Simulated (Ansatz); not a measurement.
# TiFe (Pm-3m): from the cell to its phonons, part 2 of 2

How does TiFe (Pm-3m) vibrate, and is this structure a minimum?

Ansatz 0.2.0; DFT PBEsol, scalar-relativistic, plane waves, PAW.

So far. Step 4 (Tight relaxation): The forces vanish by symmetry and the pressure is -0.006 GPa, within the tolerances set. The cell now holds 12.40 Å³/atom. Step 5 (Zone-centre response): Before it was imposed, the acoustic sum rule was missed by 8.8e-5 eV/Å². Small misses are needed for a sound result but don't prove that mesh and cutoff are converged. The lowest optical mode is real, 252 cm⁻¹. The relaxed cell has a = 2.916 Å (conventional setting).

## Step 6: Response at finite wavevector

Stability and thermal properties need the whole zone. Linear response on a 4×4×4 q mesh gives force constants as far as a supercell of that size would.

input.yaml

```yaml
crystal:
  lattice:
    - [2.9160918122, 0.0, 0.0]
    - [0.0, 2.9160918122, 0.0]
    - [0.0, 0.0, 2.9160918122]
  atoms:
    - { symbol: Ti, position: [0.5, 0.5, 0.5] }
    - { symbol: Fe, position: [0.0, 0.0, 0.0] }
kpoints:
  mp_grid: { grid: [16, 16, 16] }
hamiltonian:
  xc: pbesol
scf:
  occupations: { method: methfessel_paxton, width: 0.15 }
output:
  eigenvalues: true
phonons:
  method: dfpt
  qmesh: [4, 4, 4]
  temperatures: { t_max: 1000, t_step: 50 }
  qpath:
    path:
      - [[0.0, 0.0, 0.0], [0.0, 0.5, 0.0], [0.5, 0.5, 0.0], [0.0, 0.0, 0.0], [0.5, 0.5, 0.5], [0.0, 0.5, 0.0]]
      - [[0.5, 0.5, 0.5], [0.5, 0.5, 0.0]]
    npoints: 10
```

On the command line:

```bash
$ ansatz run input.yaml --threads 4 --pin off --max-ram 7168MiB --backend cpu --events-out ev --progress --plain --runs-dir out
```

Numbers of over 12 decimals in the logs are rounded to 6 here.

The program printed:

```text
[...]
Crystal: 2 atoms, lattice volume = 24.797 Å³
Basis set: ecut = 420 eV, 461 PW (Γ), exchange–correlation on 40×40×40 points (8 copies of the dense FFT grid, shifted against one another)
Bands: 18, of which v1, the nominal top of the filled ones, is band 14 counted from 1 (13 counted from 0)
Symmetry: 48 space group operations
k-points: 165 of 4096
[...]
SCF iter   1: F=—  HF=-6923.705639 eV  |F-HF|=—  |Δ(HF+E_count)|=         —  Δρ=2.19e-2  dr2=9.57e-2  ethr=1.77e-3  ⟨swp⟩=3.6  Hψ=10770  notcnv=0
[...]
SCF iter   7: F=-6923.697257 eV  HF=-6923.697257 eV  |F-HF|=1.82e-12  |Δ(HF+E_count)|=  1.56e-10  S|Δr|=    0.00e0  Δρ=1.87e-7  dr2=3.24e-12  ethr=1.00e-12  ⟨swp⟩=4.0  Hψ=15081  notcnv=0
SCF 1 converged in 7 iterations: F = -6923.697257 eV  dr2 = 3.24e-12
[...]
SCF iter   3: F=-6923.697257 eV  HF=-6923.697257 eV  |F-HF|=4.55e-12  |Δ(HF+E_count)|=  9.09e-13  S|Δr|=    0.00e0  Δρ=1.23e-7  dr2=4.10e-12  ethr=1.00e-12  ⟨swp⟩=2.1  Hψ=5968  notcnv=0
SCF 2 converged in 3 iterations: F = -6923.697257 eV  dr2 = 4.10e-12
phonons: the bands overlap, so this run is a metal and interpolates without the dipole-dipole term. If the crystal is really an insulator or semiconductor, its LO-TO splitting is missing
NSCF: frozen V_eff on 165 k-points
[...]
DFPT response loops at q = (0, 0, 0) (fractional): preconditioner auto → Kerker (q_TF=auto, 2.784 Å⁻¹) (partly filled bands, converged f_vac=0.000); β = 1.00, the filter's whole step (`scf.mixing.beta` (0.50) is not read by the response loops under this deck's `scf.mixing.preconditioner`; to damp them name `kerker` or `kerker_dos`, under which they read `scf.mixing.beta`, and type it under 1.00, their step now; both keys bind the ground state too); Broyden in place of MSR1
[...]
SCF converged after 7 iterations
[...]
Free energy (F): -6923.697257 eV
[...]
Internal energy: -6923.698290 eV  (E = F + TS)
E sigma→0 (E₀):  -6923.697515 eV
Entropy (-TS):   0.001033 eV (0.517 meV/atom)
Fermi energy:    18.132022 eV
[...]
--- Band table (eV; the first three rows and the last of 165) ---
  k-point 0: bands = [... 10 lower, 14.1449, 17.0802, 17.0802, 17.0802, 19.4591, 19.4591, 21.5112, 21.5112]
  k-point 1: bands = [... 10 lower, 14.1905, 17.0738, 17.0738, 17.0990, 19.4066, 19.4795, 21.3810, 21.3810]
  k-point 2: bands = [... 10 lower, 14.3192, 17.0570, 17.0570, 17.1538, 19.2516, 19.5342, 21.0405, 21.0405]
  k-point 164: bands = [... 10 lower, 15.9250, 16.1058, 16.1058, 16.1058, 18.2090, 18.2090, 21.8319, 21.8319]
--- Phonons (Γ-DFPT): 2 representative perturbations + reference (Σ response iterations 6) ---
  ASR residual: 8.239e-5 → 0.000e0 eV/Å²; symmetrization residual: 8.657e-6 eV/Å²
  ASR residual per site (eV/Å²): 4.80e-5 8.24e-5
  Γ frequencies (cm⁻¹): 0.00 0.00 0.00 251.57 251.57 251.57
--- Phonons (arbitrary-q DFPT): 10 irreducible q on the 4×4×4 mesh ---
  q = [0.0000, 0.0000, 0.0000] (star 1, of the zone-centre solve; hermiticity 2.89e-6, symmetrization 4.06e-12): -0.00 -0.00 0.00 251.57 251.57 251.57
  q = [0.0000, 0.0000, 0.2500] (star 6, 4 solved perturbations in 4032 linear systems a pass and spin channel, the states on 1296 of 4096 k-point pairs; hermiticity 6.65e-7, symmetrization 9.19e-14): 96.19 96.19 193.08 236.49 236.49 334.29
[...]
q = [0.0000, 0.2500, -0.5000] (star 12, 6 solved perturbations on 1296 of 4096 k-point pairs; hermiticity 5.59e-7, symmetrization 1.79e-8): 168.49 213.22 223.88 228.07 274.22 350.20
[...]
sum rule: each row above includes the acoustic sum rule's correction from the zone centre's row sums; it moved no ω² by more than (0.63 cm⁻¹)²
  mesh force constants: q→R imaginary residual 8.23e-19; ASR residual 8.239e-5 → 0.000e0 eV/Å²; symmetrization residual 1.066e-14 eV/Å²
  interpolated dispersion: 62 rows × 6 modes
  density of states and harmonic sums: on the 24×24×24 q-mesh, interpolated from the force constants of a 4×4×4 supercell (no non-analytic term)
  largest difference from the sums on the solved wave vectors: F 9.64e-3 eV, S 1.37e-5 and C_V 4.02e-6 eV/K
  zero-point energy: 0.089439 eV/cell   skipped modes (ω ≤ 0): 3   left out of the sums: 3.62e-5 of the cell's modes: C_V's classical limit lies that fraction below 3 k_B per atom; for a crystal, a wire or a layer, F and S can be off by more, and a phonons.interpolated_qmesh denser along its periods is the remedy for the sampling
```

It took 7.6 min on 4 threads of Arm Neoverse V1, shared host; peak memory 3.1 GiB; 29 min of CPU time.

Numbers from this step:

```
sum-rule residual before enforcement                    : 8.24e-5 eV/Å²
lowest frequency on the path                            : 0 cm⁻¹
highest frequency on the path or at a solved wavevector : 392.7 cm⁻¹
mean frequency                                          : 240.5 cm⁻¹
Debye temperature (second moment)                       : 460 K
logarithmic mean frequency                              : 231.7 cm⁻¹
lowest mode on the q mesh (acoustic modes at Γ apart)   : 96.19 cm⁻¹
zero-point energy per atom                              : 44.72 meV
heat capacity at 300 K                                  : 22.24 J/(mol atoms K)
vibrational entropy at 300 K                            : 23.72 J/(mol atoms K)
```

Frequencies (cm⁻¹) solved at each irreducible wavevector; negative means imaginary. Frequencies by wavevector, by row:

```
q in reciprocal lattice units  star  mode 1  mode 2  mode 3  mode 4  mode 5  mode 6
                        0 0 0     1       0       0       0   251.6   251.6   251.6
                     0 0 0.25     6    96.2    96.2   193.1   236.5   236.5   334.3
                     0 0 -0.5     3   155.6   155.6   210.2   210.2   267.8   392.7
                  0 0.25 0.25    12   131.4   167.1   229.4   233.6   283.6   310.6
                  0 0.25 -0.5    12   168.5   213.2   223.9   228.1   274.2   350.2
                  0 -0.5 -0.5     3   178.2   210.9   241.3   241.3     313     313
               0.25 0.25 0.25     8   195.2   195.2   246.2   274.6   274.6   286.3
               0.25 0.25 -0.5    12   229.1   234.8   241.6   244.4   274.1   325.2
               0.25 -0.5 -0.5     6   247.1     248   252.1   252.1   310.6   310.6
               -0.5 -0.5 -0.5     1   269.6   269.6   269.6   304.1   304.1   304.1
```

Interpolated from a 4×4×4 q mesh. The phonon branches at the labelled points (cm⁻¹):

```
    point  branch 1  branch 2  branch 3  branch 4  branch 5  branch 6
        Γ         0         0         0       252       252       252
  halfway        96        96       193       236       236       334
        X       156       156       210       210       268       393
  halfway       168       213       224       228       274       350
        M       178       211       241       241       313       313
  halfway       131       167       229       234       284       311
        Γ         0         0         0       252       252       252
  halfway       195       195       246       275       275       286
        R       270       270       270       304       304       304
  halfway       229       235       242       244       274       325
        X       156       156       210       210       268       393
jump to R       270       270       270       304       304       304
  halfway       247       248       252       252       311       311
        M       178       211       241       241       313       313
```

The phonon branches as a text plot (rows in cm⁻¹):

```
    385 |      ***                                     ***
    368 |     *   **
    352 |    *                                        *
    335 |   *       *                                *
    319 |            ********                      **         ***
    303 |            **  **  **             *******       ****
    286 |  *        *      *** *     *******     ***       *
    270 | *    *****          ***   *****    ***** ******** *
    254 |***             ****   *****   *****    ***       ***
    237 |   ***     *****    ***           *       ***        ***
    221 |    **   ***    ****          * **          ***      ***
    205 |      ***** **** *   *                      ** **    *
    188 |   *     *        **        ** *             *        **
    172 |          ********  *                         *
    155 |      ****        **  *       *                **
    139 |                    **
    123 |  *  *                     ***
    106 |    *                ***
     90 | * *                       *
     74 |                      **
     57 |  *                    ** *
     41 |**                      * *
     25 |*                       *
      8 |                         *
         Γ      X      M          Γ            R        X|R     M
```

Tetrahedra on a 24×24×24 mesh, mean over bins of 5 cm-1. Interpolated from a 4×4×4 q mesh. Phonon density of states against wavenumber; read off at these points:

```
wavenumber (cm⁻¹)  phonon density of states (1/cm⁻¹/cell)
                2                                       0
               18                                  8.0e-5
               28                                  2.0e-4
               42                                  5.9e-4
               58                                 0.00106
               68                                 0.00149
               82                                 0.00229
               98                                  0.0033
              112                                 0.00466
              122                                 0.00585
              138                                 0.00823
              152                                  0.0127
              162                                  0.0164
              178                                  0.0196
              192                                  0.0156
              202                                  0.0154
              218                                  0.0456
              232                                  0.0481
              242                                  0.0634
              248                                  0.0662
              258                                  0.0418
              272                                  0.0221
              282                                  0.0183
              298                                  0.0218
              312                                  0.0341
              328                                  0.0124
              338                                 0.00909
              352                                 0.00621
              368                                 0.00419
              378                                 0.00298
              392                                  2.6e-4
```

The partial phonon density of states has structure finer than the step of the table below, so its rows give means over 20 cm⁻¹, whole bins alone (the curve runs from -10 to 414 cm⁻¹). Peaks (cm⁻¹: height): Fe 248.5: 0.0528; Ti 173.9: 0.0143, 248.5: 0.0158, 275.2: 0.0165, 309.8: 0.0310.

Phonopy on the run's constants, 19x19x19 mesh, Gaussian sigma 3.0 cm-1. Interpolated from a 4×4×4 q mesh. Table of partial phonon density of states by wavenumber; means over each step; values in 1/cm⁻¹/cell:

```
wavenumber (cm⁻¹)       Fe       Ti
                0   1.1e-5   9.3e-6
               20   7.9e-5   6.8e-5
               40   2.8e-4   2.4e-4
               60   6.6e-4   5.8e-4
               80  0.00107   9.7e-4
              100  0.00191  0.00180
              120  0.00269  0.00288
              140  0.00397  0.00516
              160  0.00466   0.0105
              180  0.00569   0.0120
              200  0.00815  0.00857
              220   0.0333   0.0102
              240   0.0431   0.0146
              260   0.0316   0.0122
              280  0.00679   0.0138
              300  0.00349   0.0220
              320  0.00180   0.0185
              340   5.8e-4  0.00810
              360   2.4e-4  0.00502
              380   6.0e-5  0.00260
              400   6.0e-7   1.7e-4
```

Second derivatives of the energy by pair, one row for each kind of neighbour of each atom listed. Each entry sums the pair over the periodic images of the supercell that the q mesh stands for, and in a polar crystal it holds the long-range dipole part too. Force constants by pair, by row:

```
atom  neighbour  distance (Å)  third of the trace (eV/Å²)  along the pair's line (eV/Å²)
 Ti1     itself             0                       12.05                              –
 Ti1         Fe         2.525                     -0.8775                         -1.463
 Ti1         Ti         2.916                     -0.6727                         -3.414
 Ti1         Ti         4.124                     -0.0599                        -0.5841
 Ti1         Fe         4.836                       0.028                         0.1012
 Ti1         Ti         5.051                     -0.1214                        -0.3732
 Ti1         Ti         5.832                     -0.0018                        -0.0334
 Ti1         Fe         6.355                      0.0115                         0.0429
 Ti1         Ti         6.521                      -0.013                        -0.0187
 Fe2     itself             0                       11.12                              –
 Fe2         Ti         2.525                     -0.8775                         -1.463
 Fe2         Fe         2.916                     -0.5989                         -1.361
 Fe2         Fe         4.124                     -0.0554                        -0.3141
 Fe2         Ti         4.836                       0.028                         0.1012
 Fe2         Fe         5.051                     -0.1021                        -0.3561
 Fe2         Fe         5.832                     -0.0214                        -0.1844
 Fe2         Ti         6.355                      0.0115                         0.0429
 Fe2         Fe         6.521                     -0.0087                        -0.0265
```

Harmonic thermodynamic functions per atom, from the density of states. Interpolated from a 4×4×4 q mesh. Thermodynamic functions, by row:

```
T (K)  F_vib (meV/atom)  S (J/mol-atom/K)  C_V (J/mol-atom/K)
    0             44.72                 0                   0
   50             44.64             0.646               2.141
  100             43.41              4.62                10.4
  200             33.04             15.22               19.42
  300             12.66             23.72               22.24
  400            -15.47              30.3               23.37
  500            -49.69             35.58               23.92
  600            -88.91             39.97               24.23
  700            -132.3             43.72               24.41
  800            -179.4             46.98               24.54
  900            -229.6             49.88               24.62
 1000            -282.6             52.48               24.68
```

Harmonic mean-square displacement, third of the trace. Interpolated from a 4×4×4 q mesh. Mean square displacements, by row:

```
T (K)  Ti1 U_eq (Å²)  Fe2 U_eq (Å²)
    0        0.00156        0.00141
  100        0.00187         0.0017
  300        0.00379        0.00347
  600        0.00717        0.00659
```

Symmetry leaves 10 wavevectors to solve. The lowest mode among them, the acoustic zeros apart, lies at q = (0, 0, 0.25) and is real, 96.2 cm⁻¹.

## Step 7: Another isotope, element Fe, natural mass 55.845 amu

An isotope changes the mass and not the force constants, so no new electronic calculation is needed; the shifts show which modes move this element.

The same force constants with the mass of Fe changed from 55.845 to 53.940 u (phonopy, no LO-TO term). Both lists are sorted by frequency; levels can cross, so a row need not hold one and the same mode. Modes under 3 cm⁻¹ are left out. Isotope shifts, by row:

```
          q  rank  natural mass (cm⁻¹)  changed mass (cm⁻¹)
      0 0 0     4                251.6                253.6
      0 0 0     5                251.6                253.6
      0 0 0     6                251.6                253.6
   0 0 0.25     1                96.19                96.95
   0 0 0.25     2                96.19                96.95
   0 0 0.25     3                193.1                195.7
   0 0 0.25     4                236.5                238.8
   0 0 0.25     5                236.5                238.8
   0 0 0.25     6                334.3                335.6
   0 0 -0.5     1                155.6                155.6
   0 0 -0.5     2                155.6                155.6
   0 0 -0.5     3                210.2                213.9
   0 0 -0.5     4                210.2                213.9
   0 0 -0.5     5                267.8                272.5
   0 0 -0.5     6                392.7                392.7
0 0.25 0.25     1                131.4                132.3
0 0.25 0.25     2                167.1                169.1
0 0.25 0.25     3                229.4                231.9
0 0.25 0.25     4                233.6                236.9
0 0.25 0.25     5                283.6                285.2
0 0.25 0.25     6                310.6                311.6
```

A mode of this element alone would shift by +1.75 %. The highest zone-centre frequency without the field goes from 251.6 to 253.6 cm⁻¹ (+0.8 %). The product of the frequency ratios over all optical modes at Γ is 1.025; the product rule, (m/m′)^(3k/2) (M′/M)^(3/2) with k = 1 such atoms and M the mass of the cell, gives 1.025.

## Step 8: Isotope substitution, element Ti, natural mass 47.867 amu

The same for Ti, from 47.87 to 49.94 u.

A mode of this element alone would shift by -2.10 %. The highest zone-centre frequency without the field goes from 251.6 to 248.7 cm⁻¹ (-1.1 %). The product of the frequency ratios over all optical modes at Γ is 0.967; the product rule, (m/m′)^(3k/2) (M′/M)^(3/2) with k = 1 such atoms and M the mass of the cell, gives 0.967.

## Step 9: Outcome

| Property | Result |
| --- | --- |
| space group after relaxation (within 0.01 Å) | Pm-3m |
| volume per atom | 12.4 Å³ |
| electronic character | no gap on this mesh |
| highest optical mode at the zone centre (no LO-TO term) | 252 cm⁻¹ |
| lowest optical zone-centre mode | 252 cm⁻¹ |
| lowest mode on the q mesh (acoustic modes at Γ apart) | 96.2 cm⁻¹ |
| highest frequency on the path or at a solved wavevector | 393 cm⁻¹ |
| zero-point energy per atom | 44.7 meV |
| heat capacity at 300 K | 22.2 J/(mol atoms K) |
| vibrational entropy at 300 K | 23.7 J/(mol atoms K) |
| Debye temperature (second moment) | 460 K |
| imaginary modes on the 4×4×4 q mesh | none |

**Reading.** The structure is a minimum as far as tested: no mode is imaginary at the 10 irreducible wavevectors of the 4×4×4 mesh, and the softest away from the acoustic zeros lies at 96 cm⁻¹. The optical modes at Γ form one degenerate level at 252 cm⁻¹. With no gap, or one that is small against the smearing, the frequencies hang on the k mesh and the smearing, most of all near Kohn anomalies. The phonon runs are without spin polarisation, although Fe often carries a moment. These are harmonic frequencies at zero temperature: anharmonic shifts, linewidths and thermal expansion are left out.

[Logs are printed without paths, hosts, clocks, repeated set-up lines and the standing remarks that a program may print on its own settings, such as how far it seeks lower states.]

[Hosts, paths, dates, database ids (printed as entryN), source tags and the programs' standing remarks are cut or masked in the printed files.]
